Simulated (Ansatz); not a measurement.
## GaP wire along [110], 6 atoms a period, H-terminated: bands by functional and under strain

Wanted: the relaxed geometry and the bands of the GaP wire along [110], 6 atoms a period, H-terminated.

Program: Ansatz 0.2.0. Level of theory: DFT PBE, plane waves, PAW; relaxation of a wire's period; PAW set soft_1, in the first sound run; inputs show where later runs differ. Results are calculated unless marked as measured.

## Step 1: Set-up

The cell holds 14 atoms: 8 H, 3 Ga and 3 P. Its edges and angles: a = 12.670 Å, b = 13.276 Å, c = 3.896 Å, α = 90.0°, β = 90.0°, γ = 90.0°. Vacuum lies along a and b. The structure's axis is c.

## Step 2: Relaxing the period

Band widths follow the bond lengths, so the wire is relaxed first. The atoms and the third cell vector are free; the box across stays fixed as vacuum. A Fermi-Dirac smearing is set since the result may be a metal. The pressure printed is a third of the stress's trace over the whole box, vacuum included; only the stress along the axis is relaxed.

input.yaml reads:

```yaml
crystal:
  lattice:
    - [12.67, 0.0, 0.0]
    - [0.0, 13.276, 0.0]
    - [0.0, 0.0, 3.8961583643]
  atoms:
    - { symbol: H, position: [0.370236579, 0.256101235, 0.0] }
    - { symbol: Ga, position: [0.442234482, 0.353273923, 0.0] }
    - { symbol: H, position: [0.731675163, 0.50001083, 0.168888049] }
    - { symbol: H, position: [0.268350434, 0.50001083, 0.299677272] }
    - { symbol: P, position: [0.550955871, 0.646747737, 0.5] }
    - { symbol: P, position: [0.550955871, 0.353273923, 0.5] }
    - { symbol: H, position: [0.61611853, 0.73469517, 0.5] }
    - { symbol: H, position: [0.61611853, 0.26532649, 0.5] }
    - { symbol: Ga, position: [0.65967726, 0.50001083, 0.5] }
    - { symbol: H, position: [0.268350434, 0.50001083, 0.700322728] }
    - { symbol: H, position: [0.731675163, 0.50001083, 0.831111951] }
    - { symbol: P, position: [0.333513093, 0.50001083, 0.0] }
    - { symbol: H, position: [0.370236579, 0.743920425, 0.0] }
    - { symbol: Ga, position: [0.442234482, 0.646747737, 0.0] }
kpoints:
  mp_grid: { grid: [1, 1, 21] }
scf:
  occupations: { method: fermi_dirac, width: 0.05 }
hamiltonian:
  xc: pbe
  pseudopotentials: { kind: paw, azcp: { folder: soft_1 } }
relax:
  cell: { fix: [a, b, alpha, beta, gamma] }
  max_steps: 45
  f_tol: 0.03
```

The run is started by

```
$ ansatz run input.yaml --threads 4 --pin off --max-ram 16384MiB --backend cpu --events-out ev --progress --plain --runs-dir out
```

Numbers of over 12 decimals in the logs are rounded to 6 here.

Output:

```text
Engine: ansatz 0.2.0, aarch64-unknown-linux-gnu
Pseudopotentials: kind: paw
Pseudopotential: H, paw, valence charge 1, recommended cutoff 420 eV (normal), soft_1/H.paw.azcp
Pseudopotential: Ga, paw, valence charge 13, recommended cutoff 420 eV (normal), soft_1/Ga.paw.azcp
Pseudopotential: P, paw, valence charge 5, recommended cutoff 420 eV (normal), soft_1/P.paw.azcp
Functional definition: PBE
  parameter kappa = 0.804
  parameter beta = 0.066725
  exchange = pbe_x(kappa = kappa, mu = beta*pi^2/3)
  correlation = pbe_c(beta = beta)
Crystal: 14 atoms, lattice volume = 655.361 Å³
Basis set: ecut = 420 eV, 12859 PW (Γ), exchange–correlation on 180×180×54 points (8 copies of the dense FFT grid, shifted against one another)
Bands: 45, of which v1, the nominal top of the filled ones, is band 31 counted from 1 (30 counted from 0)
Symmetry: 4 space group operations
Space group: Pmm2 (ITA 25), of the structure as read, at distance tolerance 8.7e-5 Å
k-points: 11 of 21
Non-local potential: H, projectors of the file, l = 0: 2, l = 1: 1
Non-local potential: Ga, projectors of the file, l = 0: 2, l = 1: 2, l = 2: 3, l = 3: 1
Non-local potential: P, projectors of the file, l = 0: 2, l = 1: 2, l = 2: 1
PAW form: soft (Blöchl's): semilocal exchange-correlation on the pseudo side does not see the compensation charge
PAW one-centre angular grid: H, 110 points (default); XC on 64 Gauss nodes
PAW one-centre angular grid: Ga, 590 points (default); XC on 64 Gauss nodes
PAW one-centre angular grid: P, 110 points (default); XC on 64 Gauss nodes
Initial density: superposition of atomic densities (neutral atoms: chi_scale 0, normalization atom)
Initial wavefunctions: pseudopotential atomic-orbital guess
Functional: x = pbe(κ = 0.804, μ = 0.219515), c = pbe(β = 0.066725)
SCF iter   1: F=—  HF=-13745.365219 eV  |F-HF|=—  |Δ(HF+E_count)|=         —  Δρ=3.71e-2  dr2=9.32e0  ethr=3.10e-3  ⟨swp⟩=9.9  Hψ=2760  notcnv=0  defer=6
preconditioner: auto → Resta (q_TF=auto, 1.842 Å⁻¹)  ε∞=1.7  [insulator: Δε(μ)=2.405 eV  Ē_g=14.017 eV  σ=0.050 eV  W_gap=1.00  n_scr=62 (ndim 8)  ℏωp=11.4 eV  f_vac=0.608  D(μ)=0.00/eV (n_scr^D=0)  ε∞_Penn≈1.7  vacuum switching on, ρ_ref=1.4e-2 e/Å³]
SCF iter   2: F=—  HF=-13742.695842 eV  |F-HF|=—  |Δ(HF+E_count)|=    2.67e0  Δρ=1.57e-2  dr2=1.55e0  ethr=3.10e-3  ⟨swp⟩=4.6  Hψ=1174  notcnv=0  defer=88
preconditioner: auto → LDOS  [metal: Δε(μ)=0.125 eV  Ē_g=14.083 eV  σ=0.050 eV  W_gap=0.49  n_scr=62 (ndim 8)  ℏωp=11.4 eV  f_vac=0.631  D(μ)=2.15/eV (n_scr^D=8)  β→1.0]
SCF iter   3: F=—  HF=-13742.420974 eV  |F-HF|=—  |Δ(HF+E_count)|=   2.75e-1  Δρ=6.40e-3  dr2=6.63e-1  ethr=2.50e-3  ⟨swp⟩=3.6  Hψ=1204  notcnv=0  defer=67
SCF iter   4: F=—  HF=-13742.281603 eV  |F-HF|=—  |Δ(HF+E_count)|=   1.39e-1  Δρ=2.88e-3  dr2=4.38e-2  ethr=1.07e-3  ⟨swp⟩=3.0  Hψ=933  notcnv=0  defer=67
SCF iter   5: F=—  HF=-13742.265753 eV  |F-HF|=—  |Δ(HF+E_count)|=   1.58e-2  Δρ=8.31e-4  dr2=8.91e-3  ethr=7.06e-5  ⟨swp⟩=2.7  Hψ=1028  notcnv=0  defer=58
SCF iter   6: F=—  HF=-13742.264786 eV  |F-HF|=—  |Δ(HF+E_count)|=   9.67e-4  Δρ=3.55e-4  dr2=1.01e-3  ethr=1.44e-5  ⟨swp⟩=2.0  Hψ=834  notcnv=0  defer=58
SCF iter   7: F=—  HF=-13742.265142 eV  |F-HF|=—  |Δ(HF+E_count)|=   3.56e-4  Δρ=1.55e-4  dr2=4.33e-4  ethr=1.63e-6  ⟨swp⟩=2.5  Hψ=838  notcnv=0  defer=58
SCF iter   8: F=—  HF=-13742.265154 eV  |F-HF|=—  |Δ(HF+E_count)|=   1.23e-5  Δρ=5.41e-5  dr2=7.30e-5  ethr=6.98e-7  ⟨swp⟩=2.0  Hψ=487  notcnv=0  defer=58
SCF iter   9: F=—  HF=-13742.265080 eV  |F-HF|=—  |Δ(HF+E_count)|=   7.48e-5  Δρ=2.01e-5  dr2=4.16e-6  ethr=1.18e-7  ⟨swp⟩=2.0  Hψ=491  notcnv=0  defer=58
SCF iter  10: F=—  HF=-13742.265081 eV  |F-HF|=—  |Δ(HF+E_count)|=   1.05e-6  Δρ=7.62e-6  dr2=7.02e-7  ethr=6.71e-9  ⟨swp⟩=2.1  Hψ=628  notcnv=0  defer=58
SCF iter  11: F=—  HF=-13742.265081 eV  |F-HF|=—  |Δ(HF+E_count)|=   2.08e-7  Δρ=3.59e-6  dr2=2.44e-7  ethr=1.13e-9  ⟨swp⟩=2.1  Hψ=683  notcnv=0  defer=58
SCF iter  12: F=-13742.265081 eV  HF=-13742.265081 eV  |F-HF|=5.80e-9  |Δ(HF+E_count)|=   3.39e-8  Δρ=1.59e-6  dr2=3.34e-8  ethr=1.61e-10  ⟨swp⟩=5.5  Hψ=1710  notcnv=0
SCF 1 converged in 12 iterations: F = -13742.265081 eV  dr2 = 3.34e-8
  greatest PAW one-centre occupation: 0.994 electrons in one spin orbital (limit 2), on the Ga atom at site 13 (counted from 0), in its partial waves of l = 2
relax step   1: F+E_penalty+E_count = -13742.26508086 eV  Δ(F+E_penalty+E_count) = +0.000e0 eV  max|allowed force component| = 1.356e0 eV/Å  Δτ_max = 0.0000 Å  P = +0.368 GPa  Ω = 655.361 Å³  fix = [a, b, alpha, beta, gamma]  reactions: a -0.037, b -0.048 GPa  (12 SCF iters, dr2 threshold 1.00e-7 eV, accepted)
Crystal: 14 atoms, lattice volume = 677.022 Å³
Basis set: ecut = 420 eV, 13223 PW (Γ), exchange–correlation on 180×180×54 points (8 copies of the dense FFT grid, shifted against one another)
Initial density: handed on by an earlier stage of this run
Initial wavefunctions: those handed on with the density
iter 1 solved again at ethr=9.99e-4 eV; its pass at ethr=3.10e-3 eV (dr2=6.19e-1 eV) is discarded
SCF iter   1: F=—  HF=-13743.211657 eV  |F-HF|=—  |Δ(HF+E_count)|=         —  Δρ=1.26e-2  dr2=6.34e-1  ethr=9.99e-4  ⟨swp⟩=2.6  Hψ=2846  notcnv=0
preconditioner: auto → Resta (q_TF=auto, 1.832 Å⁻¹)  ε∞=1.7  [insulator: Δε(μ)=0.872 eV  Ē_g=13.738 eV  σ=0.050 eV  W_gap=1.00  n_scr=66 (ndim 8)  ℏωp=11.2 eV  f_vac=0.667  D(μ)=0.00/eV (n_scr^D=0)  ε∞_Penn≈1.7  vacuum switching on, ρ_ref=1.4e-2 e/Å³]
SCF iter   2: F=—  HF=-13743.106028 eV  |F-HF|=—  |Δ(HF+E_count)|=   1.06e-1  Δρ=6.03e-3  dr2=1.15e-1  ethr=9.99e-4  ⟨swp⟩=4.0  Hψ=897  notcnv=0
SCF iter   3: F=—  HF=-13743.103007 eV  |F-HF|=—  |Δ(HF+E_count)|=   3.02e-3  Δρ=1.37e-3  dr2=2.00e-2  ethr=1.85e-4  ⟨swp⟩=3.0  Hψ=866  notcnv=0  defer=66
SCF iter   4: F=—  HF=-13743.099748 eV  |F-HF|=—  |Δ(HF+E_count)|=   3.26e-3  Δρ=2.79e-4  dr2=5.93e-4  ethr=3.22e-5  ⟨swp⟩=2.4  Hψ=654  notcnv=0  defer=66
SCF iter   5: F=—  HF=-13743.099787 eV  |F-HF|=—  |Δ(HF+E_count)|=   3.86e-5  Δρ=8.79e-5  dr2=4.87e-5  ethr=9.57e-7  ⟨swp⟩=2.0  Hψ=690  notcnv=0  defer=66
SCF iter   6: F=—  HF=-13743.099803 eV  |F-HF|=—  |Δ(HF+E_count)|=   1.64e-5  Δρ=2.91e-5  dr2=7.68e-6  ethr=7.85e-8  ⟨swp⟩=2.0  Hψ=771  notcnv=0  defer=66
SCF iter   7: F=-13743.099801 eV  HF=-13743.099800 eV  |F-HF|=9.19e-8  |Δ(HF+E_count)|=   2.46e-6  Δρ=8.77e-6  dr2=4.19e-7  ethr=2.26e-9  ⟨swp⟩=6.0  Hψ=1984  notcnv=0
SCF 2 converged in 7 iterations: F = -13743.099801 eV  dr2 = 4.19e-7
  greatest PAW one-centre occupation: 0.995 electrons in one spin orbital (limit 2), on the Ga atom at site 1 (counted from 0), in its partial waves of l = 2
[...]
SCF iter   3: F=—  HF=-13743.162017 eV  |F-HF|=—  |Δ(HF+E_count)|=   2.20e-4  Δρ=3.49e-4  dr2=9.46e-4  ethr=1.12e-5  ⟨swp⟩=2.8  Hψ=718  notcnv=0
SCF iter   4: F=—  HF=-13743.161811 eV  |F-HF|=—  |Δ(HF+E_count)|=   2.06e-4  Δρ=9.27e-5  dr2=5.75e-5  ethr=1.53e-6  ⟨swp⟩=2.0  Hψ=835  notcnv=0
SCF iter   5: F=—  HF=-13743.161818 eV  |F-HF|=—  |Δ(HF+E_count)|=   7.02e-6  Δρ=2.66e-5  dr2=4.68e-6  ethr=9.28e-8  ⟨swp⟩=2.0  Hψ=827  notcnv=0
SCF iter   6: F=-13743.161819 eV  HF=-13743.161819 eV  |F-HF|=2.11e-7  |Δ(HF+E_count)|=   8.33e-7  Δρ=9.13e-6  dr2=5.91e-7  ethr=2.26e-9  ⟨swp⟩=6.0  Hψ=1975  notcnv=0
SCF 3 converged in 6 iterations: F = -13743.161819 eV  dr2 = 5.91e-7
  greatest PAW one-centre occupation: 0.995 electrons in one spin orbital (limit 2), on the Ga atom at site 13 (counted from 0), in its partial waves of l = 2
relax step   3: F+E_penalty+E_count = -13743.16181851 eV  Δ(F+E_penalty+E_count) = -6.202e-2 eV  max|allowed force component| = 1.110e-1 eV/Å  Δτ_max = 0.0560 Å  P = -0.065 GPa  Ω = 693.907 Å³  energy of the carried Pulay correction = -5.469e-3 eV  fix = [a, b, alpha, beta, gamma]  reactions: a -0.116, b -0.127 GPa  (6 SCF iters, dr2 threshold 1.40e-6 eV, accepted)
[...]
relax step   4: F+E_penalty+E_count = -13743.16714000 eV  Δ(F+E_penalty+E_count) = -5.321e-3 eV  max|allowed force component| = 1.187e-2 eV/Å  Δτ_max = 0.0388 Å  P = +0.006 GPa  Ω = 696.781 Å³  energy of the carried Pulay correction = -5.865e-3 eV  fix = [a, b, alpha, beta, gamma]  reactions: a -0.003, b +0.028 GPa  (6 SCF iters, dr2 threshold 7.71e-7 eV, accepted)
Basis set: ecut = 420 eV, 13587 PW (Γ), exchange–correlation on 180×180×60 points (8 copies of the dense FFT grid, shifted against one another)
Initial wavefunctions: pseudopotential atomic-orbital guess (no wavefunctions were taken with the density)
iter 1 solved again at ethr=4.09e-6 eV; its pass at ethr=3.10e-3 eV (dr2=2.54e-3 eV) is discarded
SCF iter   1: F=—  HF=-13743.147770 eV  |F-HF|=—  |Δ(HF+E_count)|=         —  Δρ=3.46e-4  dr2=2.72e-5  ethr=4.09e-6  ⟨swp⟩=4.4  Hψ=4362  notcnv=0  defer=1
eigensolver tolerance schedule: the retry pair's looser diagonalisation over-reported the residual by 92.35 of it (diagonalisation noise at 0.14 of the residual, at the tolerance the schedule requests for it); recorded, not acted on — ethr = c·dr2/N_el stays at c = 1.0e-1
preconditioner: auto → Resta (q_TF=auto, 1.823 Å⁻¹)  ε∞=1.6  [insulator: Δε(μ)=1.225 eV  Ē_g=13.754 eV  σ=0.050 eV  W_gap=1.00  n_scr=70 (ndim 8)  ℏωp=11.1 eV  f_vac=0.665  D(μ)=0.00/eV (n_scr^D=0)  ε∞_Penn≈1.6  vacuum switching on, ρ_ref=1.4e-2 e/Å³]
SCF iter   2: F=—  HF=-13743.166212 eV  |F-HF|=—  |Δ(HF+E_count)|=   1.84e-2  Δρ=1.75e-4  dr2=8.32e-6  ethr=4.39e-8  ⟨swp⟩=3.5  Hψ=1137  notcnv=0
SCF iter   3: F=—  HF=-13743.174336 eV  |F-HF|=—  |Δ(HF+E_count)|=   8.12e-3  Δρ=3.82e-5  dr2=2.08e-6  ethr=1.34e-8  ⟨swp⟩=3.3  Hψ=1170  notcnv=0
SCF iter   4: F=—  HF=-13743.174938 eV  |F-HF|=—  |Δ(HF+E_count)|=   6.02e-4  Δρ=4.16e-6  dr2=7.43e-8  ethr=3.35e-9  ⟨swp⟩=2.0  Hψ=909  notcnv=0
SCF iter   5: F=—  HF=-13743.174944 eV  |F-HF|=—  |Δ(HF+E_count)|=   5.92e-6  Δρ=1.62e-6  dr2=1.27e-8  ethr=1.20e-10  ⟨swp⟩=2.5  Hψ=881  notcnv=0
SCF iter   6: F=—  HF=-13743.174945 eV  |F-HF|=—  |Δ(HF+E_count)|=   1.57e-6  Δρ=5.31e-7  dr2=2.71e-9  ethr=2.05e-11  ⟨swp⟩=2.2  Hψ=853  notcnv=0
SCF iter   7: F=-13743.174945 eV  HF=-13743.174945 eV  |F-HF|=3.55e-10  |Δ(HF+E_count)|=   4.23e-8  Δρ=1.15e-7  dr2=9.31e-11  ethr=1.00e-12  ⟨swp⟩=4.5  Hψ=2112  notcnv=0
SCF 5 converged in 7 iterations: F = -13743.174945 eV  dr2 = 9.31e-11
relax step   5: F+E_penalty+E_count = -13743.17494540 eV  Δ(F+E_penalty+E_count) = -7.805e-3 eV  max|allowed force component| = 1.248e-2 eV/Å  Δτ_max = 0.0000 Å  P = +0.014 GPa  Ω = 696.781 Å³  fix = [a, b, alpha, beta, gamma]  reactions: a -0.000, b +0.031 GPa  stress off target by 1.04e-2 GPa on what of the cell is left free  SCF on the basis re-selected at this cell (its energy is not comparable with the rows above)  (7 SCF iters)
basis re-selected at this cell: Δ(F+E_penalty+E_count) = -7.805e-3 eV, ΔP = +0.008 GPa vs the last step (what re-selecting the basis moved, of the pressure what is left beyond the Pulay correction that the steps carried, after the strain that the cell walked since its last selection, with what the two solves' SCF thresholds leave and, on support functions, any second-order correction that the steps lacked; it is no measure of the basis error at this ecutwfc). The dense FFT grid was sized anew with the basis: this SCF ran on 90×90×30 points, the steps before it on 90×90×27, so part of this shift can come from that change (see relax.cell in the input reference). [rest of the remark cut]
SCF converged after 7 iterations
Free energy (F): -13743.174945 eV
Harris-Foulkes:  -13743.174945 eV  (|F-HF|=3.55e-10)
Internal energy: -13743.174945 eV  (E = F + TS)
E sigma→0 (E₀):  -13743.174945 eV
Entropy (-TS):   -0.000001 eV (-0.000 meV/atom)
Fermi energy:    -1.471287 eV
--- Per-component energies (eV) ---
  E_band       = -740.631197
  E_kinetic    = 644.295006
  E_local      = -16478.635763  (includes V_loc(G=0)·N_el)
  E_nonlocal   = -177.481420
  E_hartree    = 8479.198777
  E_xc         = -476.800060
  E_vxc        = -438.275297  (∫ρ·V_xc dr)
  E_paw        = -7652.900687  (= ΣΔE_a)
  E_vpaw       = -1248.923163  (= ΣTr[D̂ρ^β])
  E_aug_tail   = -0.008406  (compensation charges beyond the density's cutoff)
  E_ewald      = 1919.157609
  E_smearing   = -0.000001  (= −TS)
  E_closure    = -0.000000  (closes the sum)
  Σ components = -13743.174945   (vs F -13743.174945, Δ=0.00e0)
--- Forces (eV/Å), atoms counted from 1 ---
  atom   1  H     -0.00726997    -0.00939176     0.00000000
  atom   2  Ga     0.01109219    -0.00223589     0.00000000
  atom   3  H      0.00761312     0.00000000     0.00521165
  atom   4  H     -0.00121801     0.00000000    -0.00665952
  atom   5  P      0.00722058     0.01247743     0.00000000
  atom   6  P      0.00722058    -0.01247743     0.00000000
  atom   7  H     -0.01055572    -0.00003869     0.00000000
  atom   8  H     -0.01055572     0.00003869     0.00000000
  atom   9  Ga    -0.00811578     0.00000000     0.00000000
  atom  10  H     -0.00121801     0.00000000     0.00665952
  atom  11  H      0.00761312     0.00000000    -0.00521165
  atom  12  P     -0.00565074     0.00000000     0.00000000
  atom  13  H     -0.00726997     0.00939176     0.00000000
  atom  14  Ga     0.01109219     0.00223589     0.00000000
  max |Σ_I F_I| component: 2.12e-6 eV/Å
--- Stress (GPa, compression-positive) ---
       -0.000392       0.000000       0.000000
        0.000000       0.031439       0.000000
        0.000000       0.000000       0.010437
  P = ⅓ Tr σ = 0.0138 GPa (0.138 kbar)
--- Relaxed structure (4 steps of the walk, 4 accepted, 1 SCFs on fresh bases) ---
  F+E_penalty+E_count = -13743.17494540 eV   max|allowed force component| = 1.248e-2 eV/Å   (the final SCF, on the basis selected at the relaxed cell)
  cell:  # Å, volume = 696.7812 Å³
    - [12.67, 0.0, 0.0]
    - [0.0, 13.276, 0.0]
    - [0.0, 0.0, 4.142405]
  atoms:
    - { symbol: H, position: [0.366198, 0.249268, 0.0] }
    - { symbol: Ga, position: [0.443982, 0.340654, 0.0] }
    - { symbol: H, position: [0.730866, 0.50001083, 0.178417] }
    - { symbol: H, position: [0.275040, 0.50001083, 0.255742] }
    - { symbol: P, position: [0.543507, 0.637569, 0.5] }
    - { symbol: P, position: [0.543507, 0.362453, 0.5] }
    - { symbol: H, position: [0.606706, 0.726385, 0.5] }
    - { symbol: H, position: [0.606706, 0.273636, 0.5] }
    - { symbol: Ga, position: [0.670106, 0.50001083, 0.5] }
    - { symbol: H, position: [0.275040, 0.50001083, 0.744258] }
    - { symbol: H, position: [0.730866, 0.50001083, 0.821583] }
    - { symbol: P, position: [0.349627, 0.50001083, 0.0] }
    - { symbol: H, position: [0.366198, 0.750753, 0.0] }
    - { symbol: Ga, position: [0.443982, 0.659367, 0.0] }
```

It took 47 s on 4 threads of Arm Neoverse V1, shared host; peak memory 1.1 GiB.

Relaxation path:

```tsv
step	energy less that of the first step (eV)	largest force component (eV/Å)	pressure (GPa)	volume (Å³)
1	0.0000	1.3565	0.37	655.36
2	-0.8347	0.5972	0.15	677.02
3	-0.8967	0.1110	-0.07	693.91
4	-0.9021	0.0119	0.01	696.78
5*	-0.9099	0.0125	0.01	696.78
```

Relaxation steps marked * repeat the geometry before them on a plane-wave basis chosen anew for their cell, so energy and pressure can jump there.

The run keeps the 4 symmetry operations that it works with, so distortions that break them were not tested.

```tsv
cell as run	before	after	change
c (Å)	3.896	4.142	+6.3 %
```

The atoms that moved most (Å, along periodic axes as changes of fractional coordinates times the final cell, across vacuum about the mean position):

```tsv
atom	dx	dy	dz	length
P12	0.204	0.000	0.000	0.204
H10	0.085	0.000	0.182	0.201
H4	0.085	0.000	-0.182	0.201
Ga2	0.022	-0.168	0.000	0.169
Ga14	0.022	0.168	0.000	0.169
H8	-0.119	0.110	0.000	0.162
H7	-0.119	-0.110	0.000	0.162
P5	-0.094	-0.122	0.000	0.154
```

Numbers from this step:

* cell length along the wire: 4.142 Å

The cell's length comes to 4.142 Å with spin left out.

(Continued in part 2 of 3.)

[Logs are printed without paths, hosts, clocks, repeated set-up lines and the standing remarks that a program may print on its own settings, such as how far it seeks lower states.]

[Hosts, paths, dates, database ids (printed as entryN), source tags and the programs' standing remarks are cut or masked in the printed files.]
